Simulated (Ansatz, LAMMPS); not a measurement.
# Elastic response of glassy 57SiO2-27Al2O3-16BaO (mol %) (149 atoms), part 3 of 3

Aim: relax glassy 57SiO2-27Al2O3-16BaO (mol %) (149 atoms), then change its volume to read the bulk modulus from the stress.

Ansatz 0.2.0; Kohn-Sham DFT, PBE, PAW (set soft_1), plane waves; PAW set soft_1.

The cell: 25 Si, 24 Al, 7 Ba and 93 O. The quench rate of 25 K/ps is orders of magnitude faster than experiment. The network of bonds at the start is that of the classical potential that made the cell. The Brillouin zone is sampled at Γ only. Spin–orbit coupling is left out.

So far. Step 7 (Volume -6 %): The relaxation was stopped at its limit after 16 steps, 2.66 eV below its start, with a largest force component of 0.14 eV/Å. Step 7 (Volume -6 %): Volume -6 %: the energy stands 1.21 eV above that of the reference.

### Step 8. Volume +6 %

The relaxed cell is scaled to another volume.

Input and log are left out; they have the form of those shown for this kind of step.

The job ended after 5.3 min (4 threads of Arm Neoverse V2, shared host; peak memory 3.2 GiB).

The relaxation converged after 8 steps, 1.75 eV below its start, with a largest force component of 0.046 eV/Å.

Volume +6 %: the energy stands 1.41 eV above that of the reference, at a pressure of -3.60 GPa.

### Step 9. Volume -10 %

The relaxed cell is scaled to another volume.

Input and log are left out; they have the form of those shown for this kind of step.

Elapsed: 5.4 min, on 4 threads of Arm Neoverse V2, shared host; peak memory 2.8 GiB.

The relaxation was stopped at its limit after 9 steps, 6.99 eV below its start, with a largest force component of 0.40 eV/Å.

Volume -10 %: the energy stands 4.57 eV above that of the reference.

### Step 10. Stretched by 1 % along x

The relaxed cell is strained along x alone, which gives the stiffness along x and its coupling to y and z.

Input file input.yaml:

```yaml
crystal:
  lattice:
    - [12.54782, -0.01618, -0.07313]
    - [-0.01634, 13.05222, -0.00024]
    - [-0.07386, -0.00024, 12.3942]
  atoms:
    [... the 149 atom lines of step 4 ...]
kpoints:
  mp_grid: { grid: [1, 1, 1] }
hamiltonian:
  xc: pbe
  pseudopotentials: { kind: paw, azcp: { folder: soft_1 } }
scf:
  occupations: { method: gaussian, width: 0.025 }
output:
  forces: true
  eigenvalues: true
  stress: true
relax:
  f_tol: 0.05
  max_steps: 70
```

Launch:

```bash
$ ansatz run input.yaml --threads 4 --pin off --max-ram 8192MiB --backend cpu --events-out ev --progress --plain --runs-dir out
```

Log:

```text
Warning: output.stress: scf.convergence.dr2_threshold = 1e-7 eV (the SCF's general default) is looser than the 1.08e-8 eV advised for a printed stress (1e-10 eV for each atom of the cell: 149, of which 108 are counted). What an SCF threshold leaves in a stress goes as its square root, and in the free energy as the threshold itself, and one threshold admits the most on a small cell: [...]
[...]
Pseudopotentials: kind: paw
Pseudopotential: Si, paw, valence charge 4, recommended cutoff 420 eV (normal), soft_1/Si.paw.azcp
Pseudopotential: Al, paw, valence charge 3, recommended cutoff 420 eV (normal), soft_1/Al.paw.azcp
Pseudopotential: Ba, paw, valence charge 10, recommended cutoff 420 eV (normal), soft_1/Ba.paw.azcp
Pseudopotential: O, paw, valence charge 6, recommended cutoff 420 eV (normal), soft_1/O.paw.azcp
[...]
Crystal: 149 atoms, lattice volume = 2029.810 Å³
Basis set: ecut = 420 eV, 39681 PW (Γ), exchange–correlation on 180×180×180 points (8 copies of the dense FFT grid, shifted against one another)
Bands: 549, of which v1, the nominal top of the filled ones, is band 400 counted from 1 (399 counted from 0)
Symmetry: 1 space group operations
Space group: P1 (ITA 1), of the structure as read, at distance tolerance 1.3e-4 Å
k-points: 1
[...]
Initial density: superposition of atomic densities (chi_scale 0.1, normalization cell, long waves 9 % of neutral atoms (reshape's long-wave potential 1.09 eV rms, cloud 2.81 Å wide))
Initial wavefunctions: pseudopotential atomic-orbital guess
[...]
SCF iter   1: F=—  HF=-123484.867467 eV  |F-HF|=—  |Δ(HF+E_count)|=         —  Δρ=1.02e-1  dr2=2.62e2  ethr=3.10e-3  ⟨swp⟩=8.0  Hψ=2902  notcnv=0  defer=118
preconditioner: auto → Resta (q_TF=auto, 2.336 Å⁻¹)  ε∞=3.8  [insulator: Δε(μ)=1.582 eV  Ē_g=13.858 eV  σ=0.025 eV  W_gap=1.00  n_scr=456 (ndim 8)  ℏωp=23.1 eV  f_vac=0.024  D(μ)=0.00/eV (n_scr^D=0)  ε∞_Penn≈3.8]
[...]
SCF iter   9: F=—  HF=-123406.311992 eV  |F-HF|=—  |Δ(HF+E_count)|=   3.04e-4  Δρ=4.58e-5  dr2=4.77e-5  ethr=4.78e-8  ⟨swp⟩=2.0  Hψ=716  notcnv=0  defer=145
SCF iter  10: F=-123406.311999 eV  HF=-123406.312015 eV  |F-HF|=1.58e-5  |Δ(HF+E_count)|=   2.34e-5  Δρ=3.94e-5  dr2=2.46e-5  ethr=5.96e-9  ⟨swp⟩=23.0  Hψ=4329  notcnv=0
SCF 1 converged in 10 iterations: F = -123406.311999 eV  dr2 = 2.46e-5
[...]
relax step   1: F+E_penalty+E_count = -123406.31199936 eV  Δ(F+E_penalty+E_count) = +0.000e0 eV  max|allowed force component| = 3.646e-1 eV/Å  Δτ_max = 0.0000 Å  (10 SCF iters, dr2 threshold 6.25e-5 eV, accepted)
[...]
relax step   2: F+E_penalty+E_count = -123406.36438180 eV  Δ(F+E_penalty+E_count) = -5.238e-2 eV  max|allowed force component| = 2.478e-1 eV/Å  Δτ_max = 0.0482 Å  (6 SCF iters, dr2 threshold 8.31e-6 eV, accepted)
[...]
relax step   3: F+E_penalty+E_count = -123406.40356109 eV  Δ(F+E_penalty+E_count) = -3.918e-2 eV  max|allowed force component| = 9.100e-2 eV/Å  Δτ_max = 0.0307 Å  (6 SCF iters, dr2 threshold 3.84e-6 eV, accepted)
Step cancelled. What follows is not a result of the run: it is the report of the last solve that finished, which converged after 6 SCF iterations.
Free energy (F): -123406.403561 eV
Harris-Foulkes:  -123406.403560 eV  (|F-HF|=8.31e-7)
Internal energy: -123406.403561 eV  (E = F + TS)
E sigma→0 (E₀):  -123406.403561 eV
Fermi energy:    6.103890 eV
--- Per-component energies (eV) ---
[...]
Σ components = -123406.403561   (vs F -123406.403561, Δ=0.00e0)
--- Forces (eV/Å), atoms counted from 1 ---
  atom   1  Si     0.02471736     0.00335044     0.00248974
  atom   2  Si     0.01829650     0.01801481     0.01948044
  atom   3  Si     0.06252959    -0.00052033    -0.04986968
  atom   4  Si     0.02040292     0.01819337     0.01725329
[...]
atom 149  O     -0.00070971    -0.00135240    -0.00756078
  max |Σ_I F_I| component: 2.81e-4 eV/Å
--- Band table (eV) ---
  k-point 0: bands = ["-22.2910", "-21.5062", "-21.4129", "-21.1358", [... 533 levels ...], "13.8052", "13.8185", "13.8426", "13.8569", "13.8674", "13.8737", "13.9079", "13.9306", "13.9473", "13.9586", "13.9720", "13.9774"]
End of that report.
Error: SIGTERM received: cancelled by the caller after 3 completed ionic steps
```

The job ended after 2 min (4 threads of Arm Neoverse V2, shared host; peak memory 3.2 GiB).

The run was cut off at its time limit.

The program's message: “Error: SIGTERM received: cancelled by the caller after 3 completed ionic steps”

The session had allowed this step about 2 min.

### Step 11. Pressure against volume

Atoms are relaxed at each volume, in the scaled cell.

```csv
volume change (%),volume (Å³/atom),energy change (meV/atom),pressure (GPa),largest move on relaxing (Å),bonds,gap (eV)
-3,13.083,2.62,2.14,0.13,252,3.92
+0,13.488,0.00,0.00,-,249,3.80
+3,13.893,2.47,-1.92,0.15,246,3.68
+6,14.297,9.44,-3.60,0.26,243,3.54
```

### Step 12. What came out

The bulk modulus, from the slope of pressure against ln V over the three points nearest the relaxed volume, is 67.5 GPa; a quadratic over all points gives a pressure derivative of about 2.9. The count of bonds runs from 243 to 252 over the series, so at some points contacts cross the cutoffs. The gap changes by -4.2 eV per unit of ln V, on the run's k-points.

Caveats: Strains are finite and relaxations stop at the force tolerance of the input, which can leave moduli too stiff; they are those of a static cell at zero temperature. Volumes are changed with the cell's shape held, so in an anisotropic solid the modulus lies over the one under free hydrostatic load. The program notes that the SCF threshold of the relaxations is loose for the stress.

The DFT runs together took 43 min of wall time.

[Long decimals in the printed logs are rounded to 6 places.]

[Logs are printed without paths, hosts, clocks, repeated set-up lines and the standing remarks that a program may print on its own settings, such as how far it seeks lower states.]

[Hosts, paths, dates, database ids (printed as entryN), source tags and the programs' standing remarks are cut or masked in the printed files.]
